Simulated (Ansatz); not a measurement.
# Li3ClO (Pm-3m): phonons and vibrational spectra, part 3 of 3

How does Li3ClO (Pm-3m) vibrate, and is this structure a minimum?

Ansatz 0.2.0; DFT PBEsol, scalar-relativistic, plane waves, PAW.

So far. Step 3 (Tight relaxation): The forces vanish by symmetry and the pressure is -0.003 GPa, within the tolerances set. The cell now holds 11.32 Å³/atom. Step 4 (Linear response at the zone centre): Before it was imposed, the acoustic sum rule was missed by 3.0e-4 eV/Å² and the charge sum rule by 2.9e-4 e. Small misses are needed for a sound result but don't prove that mesh and cutoff are converged. The lowest optical mode is real, 151 cm⁻¹. The relaxed cell has a = 3.840 Å (conventional setting).

## 5. Response at finite wavevector

Stability and thermal properties need the whole zone. Linear response on a 2×2×2 q mesh gives force constants as far as a supercell of that size would, and the tensors from the zone-centre run are typed in so that the long-range dipole term is interpolated apart.

input.yaml

```yaml
crystal:
  lattice:
    - [3.8395491852, 0.0, 0.0]
    - [0.0, 3.8395491852, 0.0]
    - [0.0, 0.0, 3.8395491852]
  atoms:
    - { symbol: Li, position: [0.0, 0.5, 0.5] }
    - { symbol: Li, position: [0.5, 0.0, 0.5] }
    - { symbol: Li, position: [0.5, 0.5, 0.0] }
    - { symbol: Cl, position: [0.0, 0.0, 0.0] }
    - { symbol: O, position: [0.5, 0.5, 0.5] }
kpoints:
  mp_grid: { grid: [6, 6, 6] }
hamiltonian:
  xc: pbesol
scf:
  occupations: { method: fixed }
output:
  eigenvalues: true
phonons:
  method: dfpt
  qmesh: [2, 2, 2]
  temperatures: { t_max: 1000, t_step: 50 }
  qpath:
    path:
      - [[0.0, 0.0, 0.0], [0.0, 0.5, 0.0], [0.5, 0.5, 0.0], [0.0, 0.0, 0.0], [0.5, 0.5, 0.5], [0.0, 0.5, 0.0]]
      - [[0.5, 0.5, 0.5], [0.5, 0.5, 0.0]]
    npoints: 10
  non_analytic_term:
    high_frequency_dielectric_tensor: [[3.2354, 0.0, 0.0], [0.0, 3.2354, 0.0], [0.0, 0.0, 3.2354]]
    born_effective_charges:
      - { species: Li, tensor: [[0.9944, 0.0, 0.0], [0.0, 1.1469, 0.0], [0.0, 0.0, 1.1469]] }
      - { species: Li, tensor: [[1.1469, 0.0, 0.0], [0.0, 0.9944, 0.0], [0.0, 0.0, 1.1469]] }
      - { species: Li, tensor: [[1.1469, 0.0, 0.0], [0.0, 1.1469, 0.0], [0.0, 0.0, 0.9944]] }
      - { species: Cl, tensor: [[-1.2662, 0.0, 0.0], [0.0, -1.2662, 0.0], [0.0, 0.0, -1.2662]] }
      - { species: O, tensor: [[-2.0219, 0.0, 0.0], [0.0, -2.0219, 0.0], [0.0, 0.0, -2.0219]] }
    source: "zone-centre run at this cell"
```

The run is started by

```console
$ ansatz run input.yaml --threads 4 --pin off --max-ram 7168MiB --backend cpu --events-out ev --progress --plain --runs-dir out
```

Numbers of over 12 decimals in the logs are rounded to 6 here.

The program printed:

```text
[...]
Crystal: 5 atoms, lattice volume = 56.603 Å³
Basis set: ecut = 420 eV, 1141 PW (Γ), exchange–correlation on 54×54×54 points (8 copies of the dense FFT grid, shifted against one another)
Bands: 16, of which v1, the nominal top of the filled ones, is band 11 counted from 1 (10 counted from 0)
Symmetry: 48 space group operations
k-points: 20 of 216
[...]
SCF iter   1: F=—  HF=-2237.312811 eV  |F-HF|=—  |Δ(HF+E_count)|=         —  Δρ=9.45e-3  dr2=4.49e-2  ethr=1.77e-3  ⟨swp⟩=4.3  Hψ=1404  notcnv=0  defer=29
[...]
SCF iter   9: F=-2237.298460 eV  HF=-2237.298460 eV  |F-HF|=0.00e0  |Δ(HF+E_count)|=  1.59e-11  Δρ=1.60e-8  dr2=1.46e-13  ethr=1.00e-12  ⟨swp⟩=9.8  Hψ=1631  notcnv=0
SCF 1 converged in 9 iterations: F = -2237.298460 eV  dr2 = 1.46e-13
[...]
NSCF: frozen V_eff on 20 k-points
[...]
DFPT response loops at q = (0, 0, 0) (fractional): preconditioner auto → none (the input reference at scf.mixing.eps_inf says where Resta's filter doesn't serve); β = 0.50; Broyden in place of MSR1
[...]
SCF converged after 9 iterations
Free energy (F): -2237.298460 eV
[...]
Internal energy: -2237.298460 eV  (E = F + TS)
E sigma→0 (E₀):  -2237.298460 eV
Fermi energy:    3.348382 eV
[...]
--- Band table (eV; the first three rows and the last of 20) ---
  k-point 0: bands = [... 7 lower, 0.2265, 2.8035, 2.8035, 2.8035, 8.2866, 10.2307, 10.2307, 15.3375, ... 1 higher]
  k-point 1: bands = [... 7 lower, 0.3553, 2.6137, 2.6839, 2.6839, 8.7319, 10.0816, 10.8740, 13.7453, ... 1 higher]
  k-point 2: bands = [... 7 lower, 0.6779, 2.3718, 2.3718, 2.3794, 9.5170, 9.8133, 12.3504, 12.6359, ... 1 higher]
  k-point 19: bands = [... 7 lower, -0.4152, 2.5706, 2.5706, 2.5706, 12.1680, 12.1680, 12.1680, 12.2427, ... 1 higher]
--- Phonons (Γ-DFPT): 4 representative perturbations + reference (Σ response iterations 14) ---
  ASR residual: 2.937e-4 → 0.000e0 eV/Å²; symmetrization residual: 1.100e-6 eV/Å²
  ASR residual per site (eV/Å²): 2.94e-4 2.94e-4 2.94e-4 6.77e-6 1.69e-4
[...]
--- Phonons (arbitrary-q DFPT): 4 irreducible q on the 2×2×2 mesh ---
  q = [0.0000, 0.0000, 0.0000] (star 1, of the zone-centre solve; hermiticity 2.80e-7, symmetrization 1.60e-13): -0.00 -0.00 -0.00 151.09 151.09 151.09 223.75 223.75 223.75 372.06 372.06 372.06 557.63 557.63 557.63
  q = [0.0000, 0.0000, -0.5000] (star 3, 9 solved perturbations in 504 linear systems a pass and spin channel, the states on 64 of 216 k-point pairs; hermiticity 9.72e-8, symmetrization 3.67e-13): 127.25 127.25 157.66 157.66 171.07 250.67 250.67 255.37 285.15 354.95 354.95 542.17 554.43 554.43 564.04
[...]
sum rule: each row above includes the acoustic sum rule's correction from the zone centre's row sums; it moved no ω² by more than (3.39 cm⁻¹)²
  mesh force constants: q→R imaginary residual 1.03e-17; ASR residual 2.937e-4 → 0.000e0 eV/Å²; symmetrization residual 1.066e-14 eV/Å²
  interpolated dispersion: 63 rows × 15 modes
  density of states and harmonic sums: on the 16×16×16 q-mesh, interpolated from the force constants of a 2×2×2 supercell (with the dipole–dipole term of supplied tensors)
  largest difference from the sums on the solved wave vectors: F 3.21e-2 eV, S 6.48e-5 and C_V 3.19e-5 eV/K
  zero-point energy: 0.287519 eV/cell   skipped modes (ω ≤ 0): 3   left out of the sums: 4.88e-5 of the cell's modes: C_V's classical limit lies that fraction below 3 k_B per atom; for a crystal, a wire or a layer, F and S can be off by more, and a phonons.interpolated_qmesh denser along its periods is the remedy for the sampling
```

Run time: 32 s. Hardware: 4 threads of Arm Neoverse V2, shared host; peak memory 0.46 GiB; 2 min of CPU time.

This step gave:

* sum-rule residual before enforcement: 2.94e-4 eV/Å²
* lowest frequency on the path: 0 cm⁻¹
* highest frequency on the path or at a solved wavevector: 656.7 cm⁻¹
* mean frequency: 309.2 cm⁻¹
* Debye temperature (second moment): 652 K
* logarithmic mean frequency: 262.4 cm⁻¹
* lowest mode on the q mesh (acoustic modes at Γ apart): 44.81 cm⁻¹
* zero-point energy per atom: 57.5 meV
* heat capacity at 300 K: 20.30 J/(mol atoms K)
* vibrational entropy at 300 K: 21.81 J/(mol atoms K)

Frequencies (cm⁻¹) solved at each irreducible wavevector; negative means imaginary. Frequencies by wavevector, by row:

| q in reciprocal lattice units | star | mode 1 | mode 2 | mode 3 | mode 4 | mode 13 | mode 14 | mode 15 |
| --- | --- | --- | --- | --- | --- | --- | --- | --- |
| 0 0 0 | 1 | 0 | 0 | 0 | 151.1 | 557.6 | 557.6 | 557.6 |
| 0 0 -0.5 | 3 | 127.2 | 127.2 | 157.7 | 157.7 | 554.4 | 554.4 | 564 |
| 0 -0.5 -0.5 | 3 | 64.2 | 119.9 | 119.9 | 123.3 | 489.4 | 551.5 | 620 |
| -0.5 -0.5 -0.5 | 1 | 44.8 | 44.8 | 44.8 | 146.6 | 445.8 | 445.8 | 656.7 |

Interpolated from a 2×2×2 q mesh, rough between the solved points, with the LO-TO term (at Γ the limit along the path; where Γ stands inside the path, tables give the limit on arrival). The phonon branches at the labelled points (cm⁻¹):

| point | branch 1 | branch 2 | branch 3 | branch 4 | branch 12 | branch 13 | branch 14 | branch 15 |
| --- | --- | --- | --- | --- | --- | --- | --- | --- |
| Γ | 0 | 0 | 0 | 151 | 470 | 558 | 558 | 650 |
| halfway | 91 | 91 | 129 | 154 | 489 | 556 | 556 | 623 |
| X | 127 | 127 | 158 | 158 | 542 | 554 | 554 | 564 |
| halfway | 120 | 125 | 129 | 143 | 481 | 521 | 553 | 607 |
| M | 64 | 120 | 120 | 123 | 446 | 490 | 552 | 620 |
| halfway | 102 | 115 | 140 | 148 | 495 | 509 | 554 | 627 |
| Γ | 0 | 0 | 0 | 151 | 470 | 558 | 558 | 650 |
| halfway | 122 | 122 | 143 | 148 | 480 | 511 | 511 | 640 |
| R | 45 | 45 | 45 | 147 | 410 | 446 | 446 | 657 |
| halfway | 119 | 127 | 138 | 138 | 475 | 482 | 513 | 636 |
| X | 127 | 127 | 158 | 158 | 542 | 554 | 554 | 564 |
| jump to R | 45 | 45 | 45 | 147 | 410 | 446 | 446 | 657 |
| halfway | 55 | 134 | 134 | 137 | 434 | 446 | 501 | 646 |
| M | 64 | 120 | 120 | 123 | 446 | 490 | 552 | 620 |

Tetrahedra on a 16×16×16 mesh, mean over bins of 10 cm-1. Interpolated from a 2×2×2 q mesh, rough between the solved points. The phonon density of states by wavenumber; read off at these points:

```
wavenumber (cm⁻¹)  phonon density of states (1/cm⁻¹/cell)
                5                                  1.0e-5
               25                                  2.3e-4
               45                                 0.00119
               55                                 0.00337
               75                                  0.0111
               95                                  0.0177
              115                                  0.0407
              125                                   0.117
              145                                  0.0671
              165                                  0.0329
              185                                  0.0194
              195                                  0.0248
              215                                   0.017
              235                                  0.0275
              255                                  0.0206
              265                                  0.0218
              285                                  0.0195
              305                                  0.0193
              325                                  0.0239
              335                                  0.0333
              355                                  0.0328
              375                                  0.0339
              395                                  0.0357
              405                                  0.0291
              425                                 0.00198
              445                                 0.00519
              465                                  0.0182
              475                                  0.0249
              485                                  0.0377
              495                                  0.0369
              515                                  0.0204
              535                                  0.0240
              545                                  0.0346
              565                                  1.1e-4
              585                                 0.00178
              605                                 0.00657
              615                                  0.0165
              635                                  0.0259
              655                                 0.00425
```

The partial phonon density of states has structure finer than the step of the table below, so its rows give means over 20 cm⁻¹, whole bins alone (the curve runs from -10 to 686 cm⁻¹). Peaks (cm⁻¹: height): Cl 125.7: 0.0871; Li 165.1: 0.0319, 191.4: 0.0229, 226.4: 0.0243, 370.8: 0.0196, 489.0: 0.0319, 550.3: 0.0316, 629.1: 0.0203; O 160.7: 0.00455, 397.1: 0.0177, 489.0: 0.00729, 550.3: 0.00995, 633.5: 0.00428.

Phonopy on the run's constants, 15x15x15 mesh, Gaussian sigma 5.0 cm-1. Interpolated from a 2×2×2 q mesh, rough between the solved points. The partial phonon density of states by wavenumber; means over each step; values in 1/cm⁻¹/cell:

```
wavenumber (cm⁻¹)       Cl       Li        O
                0   1.9e-5   1.3e-5   1.0e-5
               20   1.0e-4   5.7e-5   4.4e-5
               40   4.4e-4   5.6e-4   1.8e-4
               60  0.00128  0.00415   4.4e-4
               80  0.00313  0.00846   8.2e-4
              100  0.00936   0.0112  0.00142
              120   0.0579   0.0126  0.00215
              140   0.0565   0.0188  0.00196
              160   0.0137   0.0291  0.00405
              180  0.00152   0.0204  0.00269
              200   3.8e-4   0.0192  0.00207
              220   9.5e-4   0.0198  0.00286
              240   7.4e-4   0.0202  0.00398
              260   2.4e-4   0.0185  0.00385
              280   9.2e-5   0.0155  0.00407
              300   4.3e-5   0.0142  0.00505
              320   4.6e-5   0.0143  0.00780
              340   1.1e-4   0.0148   0.0126
              360   4.2e-4   0.0179   0.0139
              380   9.0e-4   0.0181   0.0147
              400  0.00109   0.0131   0.0167
              420   3.9e-4  0.00289  0.00705
              440   6.8e-5  0.00331  0.00137
              460   1.0e-4   0.0128  0.00308
              480   1.3e-4   0.0247  0.00571
              500   1.2e-4   0.0232  0.00637
              520   6.0e-5   0.0152  0.00563
              540   2.7e-5   0.0219  0.00748
              560   4.7e-6   0.0132  0.00411
              580   5.7e-6  0.00114   3.3e-4
              600   2.8e-5  0.00460  0.00103
              620   8.3e-5   0.0167  0.00306
              640   6.8e-5   0.0165  0.00321
              660   2.1e-6  0.00289   2.4e-4
```

Harmonic thermodynamic functions per atom, from the density of states. Interpolated from a 2×2×2 q mesh, rough between the solved points. Thermodynamic functions, by row:

```
T (K)  F_vib (meV/atom)  S (J/mol-atom/K)  C_V (J/mol-atom/K)
    0              57.5                 0                   0
   50             57.36             1.196               3.271
  100             55.71             5.352               9.131
  200             45.46             14.28               16.66
  300             26.62             21.81                20.3
  400              0.74             27.92               22.06
  500            -30.89             32.96               23.01
  600            -67.31             37.21               23.56
  700            -107.8             40.87               23.91
  800            -151.9             44.08               24.14
  900            -199.1             46.93               24.31
 1000              -249              49.5               24.43
```

Harmonic mean-square displacement, third of the trace. Interpolated from a 2×2×2 q mesh, rough between the solved points. Mean square displacements, by row:

```csv
T (K),Li1 U_eq (Å²),Li2 U_eq (Å²),Li3 U_eq (Å²),Cl4 U_eq (Å²),O5 U_eq (Å²)
0,0.0097,0.0097,0.0097,0.00368,0.00332
100,0.01228,0.01228,0.01228,0.00531,0.00384
300,0.02558,0.02558,0.02558,0.01309,0.00689
600,0.04842,0.04842,0.04842,0.02561,0.01261
```

Symmetry leaves 4 wavevectors to solve. The lowest mode among them, the acoustic zeros apart, lies at q = (-0.5, -0.5, -0.5) and is real, 44.8 cm⁻¹.

## 6. Results

| Item | Value |
| --- | --- |
| space group after relaxation (within 0.01 Å) | Pm-3m |
| volume per atom | 11.3 Å³ |
| gap on the k-mesh | 4.75 eV |
| highest optical mode at the zone centre (no LO-TO term) | 558 cm⁻¹ |
| top of the zone-centre spectrum with the field | 650 cm⁻¹ |
| lowest optical zone-centre mode | 151 cm⁻¹ |
| mean high-frequency dielectric constant | 3.24 |
| mean static dielectric constant | 15.3 |
| largest Born charge (third of the trace) | -2.02 e |
| lowest mode on the q mesh (acoustic modes at Γ apart) | 44.8 cm⁻¹ |
| highest frequency on the path or at a solved wavevector | 657 cm⁻¹ |
| zero-point energy per atom | 57.5 meV |
| heat capacity at 300 K | 20.3 J/(mol atoms K) |
| vibrational entropy at 300 K | 21.8 J/(mol atoms K) |
| Debye temperature (second moment) | 652 K |
| imaginary modes on the 2×2×2 q mesh | none |

In words: The structure is a minimum as far as tested: no mode is imaginary at the 4 irreducible wavevectors of the 2×2×2 mesh, and the softest away from the acoustic zeros lies at 45 cm⁻¹. Without the field, the optical modes at Γ span 151 to 558 cm⁻¹. The highest mode in this list at Γ, 557.6 cm⁻¹, is mostly motion of Li (80 % of the kinetic energy). With the macroscopic field of the longitudinal modes the top of the zone-centre spectrum lies at 650 cm⁻¹, against 558 cm⁻¹ without it. Lattice motion raises the mean dielectric constant from 3.235 to 15.30. The strongest infrared line is at 372 cm⁻¹. No mode is Raman active to first order. The q mesh stands for a supercell only 7.7 Å across, so branches between the solved wavevectors are rough. These are harmonic frequencies at zero temperature: anharmonic shifts, linewidths and thermal expansion are left out.

[Logs are printed without paths, hosts, clocks, repeated set-up lines and the standing remarks that a program may print on its own settings, such as how far it seeks lower states.]

[Hosts, paths, dates, database ids (printed as entryN), source tags and the programs' standing remarks are cut or masked in the printed files.]
